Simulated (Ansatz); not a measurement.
**CuI (Marshite): optical spectrum from first principles**

Aim: the dielectric function of CuI (Marshite), and the optical constants that follow from it. The cell comes from an older database entry, whose edges can differ from later determinations, mostly by under a per cent.

Calculated with Ansatz 0.2.0; DFT, PBE, plane-wave PAW, default files, scalar-relativistic, independent-particle optical response without local fields.

The database entry behind the starting cell differs from later determinations by our own check (about 0.15 % long (mineral sample)), so it need not match the best structure at ambient conditions.

### Step 1. The structure

The structure is cubic, space group F-43m (No. 216). Conventional cell: a = 6.063 Å, b = 6.063 Å, c = 6.063 Å, α = 90.00°, β = 90.00°, γ = 90.00°. Nearest to I lie 4 Cu at 2.63 Å. Nearest to Cu lie 4 I at 2.63 Å. Farther neighbours and most contacts between anions are not listed.

### Step 2. Ground state and bands

First the ground state: is it a metal or has it a gap?

This step: DFT, PBE, plane-wave PAW, default files, scalar-relativistic, ground state (Ansatz 0.2.0).

input.yaml reads:

```yaml
crystal:
  lattice:
    - [0.0, 3.0315, 3.0315]
    - [3.0315, 0.0, 3.0315]
    - [3.0315, 3.0315, 0.0]
  atoms:
    - { symbol: I, position: [0.0, 0.0, 0.0] }
    - { symbol: Cu, position: [0.75, 0.75, 0.75] }
kpoints:
  mp_grid: { grid: [6, 6, 6] }
  band_path:
    path:
      - [[0.0, 0.0, 0.0], [0.5, 0.0, 0.5], [0.5, 0.25, 0.75], [0.375, 0.375, 0.75], [0.0, 0.0, 0.0], [0.5, 0.5, 0.5], [0.625, 0.25, 0.625], [0.5, 0.25, 0.75], [0.5, 0.5, 0.5], [0.375, 0.375, 0.75]]
      - [[0.625, 0.25, 0.625], [0.5, 0.0, 0.5]]
    npoints: 6
scf:
  occupations: { method: fermi_dirac, width: 0.05 }
  n_extra_bands: 6
hamiltonian:
  xc: pbe
  pseudopotentials: { kind: paw }
output:
  forces: true
  stress: true
  populations: true
  write_bands: true
  write_density: true
  write_potential: true
  elf: true
  volumetric_format: npy
```

Run with:

```console
$ ansatz run input.yaml --threads 4 --pin off --max-ram 8192MiB --backend cpu --events-out ev --progress --plain --runs-dir out
```

Numbers of over 12 decimals in the logs are rounded to 6 here.

Output:

```text
scf.n_extra_bands = 6 over 18 filled bands (N_el = 36.0): the run solves 24 bands
Engine: ansatz 0.2.0, aarch64-unknown-linux-gnu
Pseudopotentials: kind: paw
Pseudopotential: I, paw, valence charge 17, recommended cutoff 420 eV (normal), I.paw.azcp
Pseudopotential: Cu, paw, valence charge 19, recommended cutoff 420 eV (normal), Cu.paw.azcp
Functional definition: PBE
  parameter kappa = 0.804
  parameter beta = 0.066725
  exchange = pbe_x(kappa = kappa, mu = beta*pi^2/3)
  correlation = pbe_c(beta = beta)
Crystal: 2 atoms, lattice volume = 55.719 Å³
Basis set: ecut = 420 eV, 1067 PW (Γ), exchange–correlation on 60×60×60 points (8 copies of the dense FFT grid, shifted against one another)
Bands: 24, of which v1, the nominal top of the filled ones, is band 18 counted from 1 (17 counted from 0)
Symmetry: 24 space group operations
Space group: F-43m (ITA 216), of the structure as read, at distance tolerance 3.8e-5 Å
k-points: 16 of 216 (time reversal used)
Non-local potential: I, projectors of the file, l = 0: 2, l = 1: 2, l = 2: 2, l = 3: 2
Non-local potential: Cu, projectors of the file, l = 0: 3, l = 1: 2, l = 2: 3, l = 3: 1
PAW form: soft (Blöchl's): semilocal exchange-correlation on the pseudo side does not see the compensation charge
PAW one-centre angular grid: I, 590 points (default); XC on 64 Gauss nodes
PAW one-centre angular grid: Cu, 590 points (default); XC on 64 Gauss nodes
Initial density: superposition of atomic densities (neutral atoms: chi_scale 0, normalization atom), corrected by the library's trained network
Initial wavefunctions: pseudopotential atomic-orbital guess
Functional: x = pbe(κ = 0.804, μ = 0.219515), c = pbe(β = 0.066725)
SCF iter   1: F=—  HF=-14138.363742 eV  |F-HF|=—  |Δ(HF+E_count)|=         —  Δρ=1.33e-3  dr2=7.61e-4  ethr=1.77e-3  ⟨swp⟩=6.2  Hψ=1928  notcnv=0
preconditioner: auto → none  [insulator: Δε(μ)=1.133 eV  Ē_g=10.437 eV  σ=0.050 eV  W_gap=1.00  n_scr=14 (ndim 8)  ℏωp=21.1 eV  f_vac=0.179  D(μ)=0.00/eV (n_scr^D=0)  ε∞_Penn≈5.1]
SCF iter   2: F=—  HF=-14138.363965 eV  |F-HF|=—  |Δ(HF+E_count)|=   2.23e-4  Δρ=2.32e-3  dr2=1.87e-3  ethr=2.11e-6  ⟨swp⟩=2.8  Hψ=849  notcnv=0  defer=15
SCF iter   3: F=—  HF=-14138.363552 eV  |F-HF|=—  |Δ(HF+E_count)|=   4.13e-4  Δρ=1.94e-4  dr2=1.55e-5  ethr=2.11e-6  ⟨swp⟩=2.1  Hψ=625  notcnv=0  defer=15
SCF iter   4: F=—  HF=-14138.363589 eV  |F-HF|=—  |Δ(HF+E_count)|=   3.69e-5  Δρ=6.56e-5  dr2=1.43e-6  ethr=4.32e-8  ⟨swp⟩=2.0  Hψ=506  notcnv=0  defer=15
SCF iter   5: F=—  HF=-14138.363596 eV  |F-HF|=—  |Δ(HF+E_count)|=   7.22e-6  Δρ=2.13e-5  dr2=2.61e-7  ethr=3.98e-9  ⟨swp⟩=2.1  Hψ=521  notcnv=0  defer=15
SCF iter   6: F=-14138.363596 eV  HF=-14138.363596 eV  |F-HF|=7.90e-9  |Δ(HF+E_count)|=   4.67e-7  Δρ=4.27e-6  dr2=6.45e-9  ethr=2.78e-10  ⟨swp⟩=13.2  Hψ=3046  notcnv=0
SCF 1 converged in 6 iterations: F = -14138.363596 eV  dr2 = 6.45e-9
  greatest PAW one-centre occupation: 1.000 electrons in one spin orbital (limit 2), on the Cu atom at site 1 (counted from 0), in its partial waves of l = 0
NSCF: frozen V_eff on 62 k-points
SCF converged after 6 iterations
Free energy (F): -14138.363596 eV
Harris-Foulkes:  -14138.363596 eV  (|F-HF|=7.90e-9)
Internal energy: -14138.363596 eV  (E = F + TS)
E sigma→0 (E₀):  -14138.363596 eV
Entropy (-TS):   -0.000000 eV (-0.000 meV/atom)
Fermi energy:    8.748150 eV
--- Per-component energies (eV) ---
  E_band       = -867.419449
  E_kinetic    = 489.442110
  E_local      = -7622.649535  (includes V_loc(G=0)·N_el)
  E_nonlocal   = 313.655597
  E_hartree    = 3542.939853
  E_xc         = -215.247110
  E_vxc        = -241.058053  (∫ρ·V_xc dr)
  E_paw        = -6492.373357  (= ΣΔE_a)
  E_vpaw       = -892.684876  (= ΣTr[D̂ρ^β])
  E_aug_tail   = 0.000298  (compensation charges beyond the density's cutoff)
  E_ewald      = -4154.131452
  E_smearing   = -0.000000  (= −TS)
  E_closure    = -0.000000  (closes the sum)
  Σ components = -14138.363596   (vs F -14138.363596, Δ=0.00e0)
--- Forces (eV/Å), atoms counted from 1 ---
  atom   1  I     -0.00000000     0.00000000    -0.00000000
  atom   2  Cu     0.00000000     0.00000000     0.00000000
  max |Σ_I F_I| component: 1.37e-17 eV/Å
--- Stress (GPa, compression-positive) ---
        0.333317       0.000000      -0.000000
        0.000000       0.333317       0.000000
        0.000000       0.000000       0.333317
  P = ⅓ Tr σ = 0.3333 GPa (3.333 kbar)
--- Band table (eV; the first three rows and the last of 16) ---
  k-point 0: bands = [... 14 lower, 6.3085, 8.1574, 8.1574, 8.1574, 9.2782, 13.0325, 13.0325, 13.0325, ... 2 higher]
  k-point 1: bands = [... 14 lower, 6.2996, 7.2909, 7.9641, 7.9641, 10.2071, 13.0300, 13.3802, 13.3802, ... 2 higher]
  k-point 2: bands = [... 14 lower, 6.3106, 6.6040, 7.6174, 7.6174, 10.3875, 13.6406, 13.6406, 14.5710, ... 2 higher]
  k-point 15: bands = [... 14 lower, 6.2660, 6.3912, 6.5815, 6.8617, 12.0145, 12.0595, 15.2502, 15.3168, ... 2 higher]
--- Löwdin populations: 2 sites ---
  site symbol       q [e]
     0      I     17.2729
     1     Cu     18.5487
  spilling = 0.004957 (of n_electrons = 36.000000)
```

Run time: 1.9 s. Hardware: 4 threads of Arm Neoverse V1, shared host; peak memory 0.35 GiB.

This step gave:

- free energy: -14138.3636 eV
- Fermi energy: 8.748 eV
- gap by band count: 1.121 eV
- electrons: 36
- symmetry operations: 24
- pressure: 0.3333 GPa
- volume: 55.72 Å³
- gap on the path: 1.121 eV
- least direct gap on the path: 1.121 eV

There is a gap, 1.12 eV on the path, so no carriers' term is needed. The cell is left with a pressure of 0.3 GPa, as it stands unrelaxed at this level.

Electronic bands along the path, in eV, zero at the Fermi level; v1 is the highest filled band, c1 the lowest empty one:

```csv
point,v4,v3,v2,v1,c1,c2,c3,c4
Γ,-2.44,-0.59,-0.59,-0.59,0.53,4.28,4.28,4.28
halfway,-2.40,-1.68,-1.47,-1.47,2.61,2.80,6.20,6.20
X,-2.38,-2.35,-2.09,-2.09,2.12,2.31,8.58,9.16
halfway,-2.46,-2.36,-2.14,-1.94,2.80,2.91,7.20,7.32
W,-2.49,-2.36,-2.19,-1.85,3.89,4.06,5.42,5.79
halfway,-2.43,-2.33,-2.16,-1.84,3.06,4.05,6.10,6.46
K,-2.41,-2.30,-2.10,-1.83,2.50,4.03,6.95,7.27
halfway,-2.42,-1.93,-1.66,-0.98,2.50,4.40,4.98,5.05
Γ,-2.44,-0.59,-0.59,-0.59,0.53,4.28,4.28,4.28
halfway,-2.45,-1.86,-0.96,-0.96,1.66,4.84,4.84,4.88
L,-2.41,-2.37,-1.30,-1.30,1.55,4.83,4.83,6.79
halfway,-2.42,-2.32,-1.80,-1.52,2.54,4.29,5.67,6.54
U,-2.41,-2.30,-2.10,-1.83,2.50,4.03,6.95,7.27
halfway,-2.43,-2.33,-2.16,-1.84,3.06,4.05,6.10,6.46
W,-2.49,-2.36,-2.19,-1.85,3.89,4.06,5.42,5.79
halfway,-2.43,-2.31,-1.89,-1.59,2.89,4.08,5.63,6.83
L,-2.41,-2.37,-1.30,-1.30,1.55,4.83,4.83,6.79
halfway,-2.42,-2.32,-1.80,-1.52,2.54,4.29,5.67,6.54
K,-2.41,-2.30,-2.10,-1.83,2.50,4.03,6.95,7.27
jump to U,-2.41,-2.30,-2.10,-1.83,2.50,4.03,6.95,7.27
halfway,-2.39,-2.37,-2.07,-2.02,2.28,2.79,7.82,8.40
X,-2.38,-2.35,-2.09,-2.09,2.12,2.31,8.58,9.16
```

ELF in the ac plane of a cell with a along [110], b along [-110] and c along [001] of the cube at fractional y = 0.000, with atoms of I and Cu within 0.2 Å of it. It is the smooth field of the valence electrons, not physical close to the nuclei.

Values, 9 rows by 16 columns, each cell a mean:
```
0.36 0.58 0.61 0.20 0.11 0.51 0.63 0.42 0.36 0.58 0.61 0.20 0.11 0.51 0.63 0.42
0.65 0.61 0.36 0.06 0.03 0.24 0.56 0.64 0.65 0.61 0.36 0.06 0.03 0.24 0.56 0.64
0.29 0.17 0.05 0.01 0.01 0.03 0.13 0.26 0.29 0.17 0.05 0.01 0.01 0.03 0.13 0.26
0.02 0.02 0.02 0.04 0.04 0.03 0.02 0.02 0.02 0.02 0.02 0.04 0.04 0.03 0.02 0.02
0.01 0.04 0.09 0.12 0.13 0.10 0.05 0.01 0.01 0.04 0.09 0.12 0.13 0.10 0.05 0.01
0.05 0.10 0.16 0.19 0.21 0.17 0.13 0.06 0.05 0.10 0.16 0.19 0.21 0.17 0.13 0.06
0.42 0.26 0.18 0.50 0.65 0.22 0.21 0.39 0.42 0.26 0.18 0.50 0.65 0.22 0.21 0.39
0.62 0.61 0.26 0.24 0.29 0.20 0.53 0.64 0.62 0.61 0.26 0.24 0.29 0.20 0.53 0.64
0.33 0.56 0.58 0.21 0.16 0.46 0.63 0.35 0.33 0.56 0.58 0.21 0.16 0.46 0.63 0.35
```

Valence density in the ac plane of a cell with a along [110], b along [-110] and c along [001] of the cube at fractional y = 0.000, with atoms of I and Cu within 0.2 Å of it. It is the smooth field of the valence electrons, not physical close to the nuclei.

Values in e/Å³, 9 rows by 16 columns, each cell a mean:
```
 8  1  0  0  0  0  1  6  8  1  0  0  0  0  1  6
 1  0  0  0  0  0  0  0  1  0  0  0  0  0  0  0
 0  0  0  0  0  0  0  0  0  0  0  0  0  0  0  0
 0  0  0  0  0  0  0  0  0  0  0  0  0  0  0  0
 0  0  0  0  0  0  0  0  0  0  0  0  0  0  0  0
 0  0  0  1  2  0  0  0  0  0  0  1  2  0  0  0
 0  0  1 20 34  2  0  0  0  0  1 20 34  2  0  0
 1  1  0  4  6  1  0  1  1  1  0  4  6  1  0  1
11  2  0  0  0  0  1  8 11  2  0  0  0  0  1  8
```

(Continued in part 2 of 2.)

[Logs are printed without paths, hosts, clocks, repeated set-up lines and the standing remarks that a program may print on its own settings, such as how far it seeks lower states.]

[Hosts, paths, dates, database ids (printed as entryN), source tags and the programs' standing remarks are cut or masked in the printed files.]
